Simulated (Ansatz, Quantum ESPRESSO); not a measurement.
## Equation of state of fcc Ag

How stiff is fcc Ag under hydrostatic load? Each row relaxes cell and atoms at a set pressure. The phase is followed to these pressures whether or not it stays the stable one.

Calculated with Ansatz 0.2.0, PBEsol, PAW files of the set soft_1, cutoff 600 eV, Fermi–Dirac smearing 0.05 eV, k-mesh 18×18×18, no spin polarisation, no spin-orbit coupling.

Reference cell, relaxed at zero pressure with PBEsol (Fm-3m): a = 2.8670 Å, b = 2.8670 Å, c = 2.8670 Å, α = 60.00°, β = 60.00°, γ = 60.00°.

```
atom       x       y       z
  Ag  0.0000  0.0000  0.0000
```

| V (Å³/atom) | V/V0 | P (GPa) | E − E0 (meV/atom) |
| --- | --- | --- | --- |
| 17.2912 | 1.0377 | −3.989 | 8.2 |
| 16.0487 | 0.9631 | 5.000 | 9.2 |
| 15.5551 | 0.9335 | 10.000 | 32.0 |
| 15.1417 | 0.9087 | 15.004 | 64.1 |
| 14.1984 | 0.8521 | 29.984 | 193.8 |

V0 = 16.6631 Å³ an atom, where the residual pressure P0 is −0.003 GPa. **Question.** Fit the Birch–Murnaghan law and give the pressure and the energy at V = 14.7867 Å³ an atom, a row left out above.

With the Eulerian strain f = ½[(V0/V)^(2/3) − 1] and F = (P − P0)/[3f(1 + 2f)^(5/2)], the third-order law is the line F = B0 + (3/2) B0 (B′ − 4) f.

| f | F (GPa) |
| --- | --- |
| 0.05631 | 135.95 |
| 0.03296 | 129.40 |
| 0.02347 | 126.67 |
| 0.01268 | 123.53 |
| −0.01218 | 116.00 |

A straight line through the 5 rows: the means are 0.02265 for f and 126.31 for F, Σ(Δx)² = 0.002552 and ΣΔxΔy = 0.7434, so the slope is 0.7434/0.002552 = 291.26 and the intercept 126.31 − (291.26)(0.02265) = 119.71.

Hence B0 = 119.7 GPa and B′ = 4 + (291.3)/(1.5 × 119.7) = 5.62. For the withheld volume f = 0.04145, F = 131.79 GPa and P = 20.00 GPa. The run itself gives 20.00 GPa, so the estimate misses by 0.00 GPa, a rounding's worth.

Integrating the same law gives E − E0 = (9/2) B0 V0 f²[1 + (B′ − 4) f] + P0(V0 − V), with 1 GPa Å³ = 6.2415 meV: 102.7 meV an atom. The run itself gives 102.8 meV, so the estimate misses by 0.1 meV, a rounding's worth.

The same fit over all rows at other levels or in other programs gives B0 = 120 GPa with PBEsol (Quantum ESPRESSO, GBRV).

Measured volume: 17.054 Å³ an atom (doi:10.1007/BF01174717, 293 K), so V0 is −2.3 % off. A stiffness follows the volume as d ln B/d ln V = −B′, which moves B0 by about −12 % when it is taken at the measured volume.

The calculation is for a static lattice, while measurements hold thermal and zero-point motion.

[Logs are printed without paths, hosts, clocks, repeated set-up lines and the standing remarks that a program may print on its own settings, such as how far it seeks lower states.]
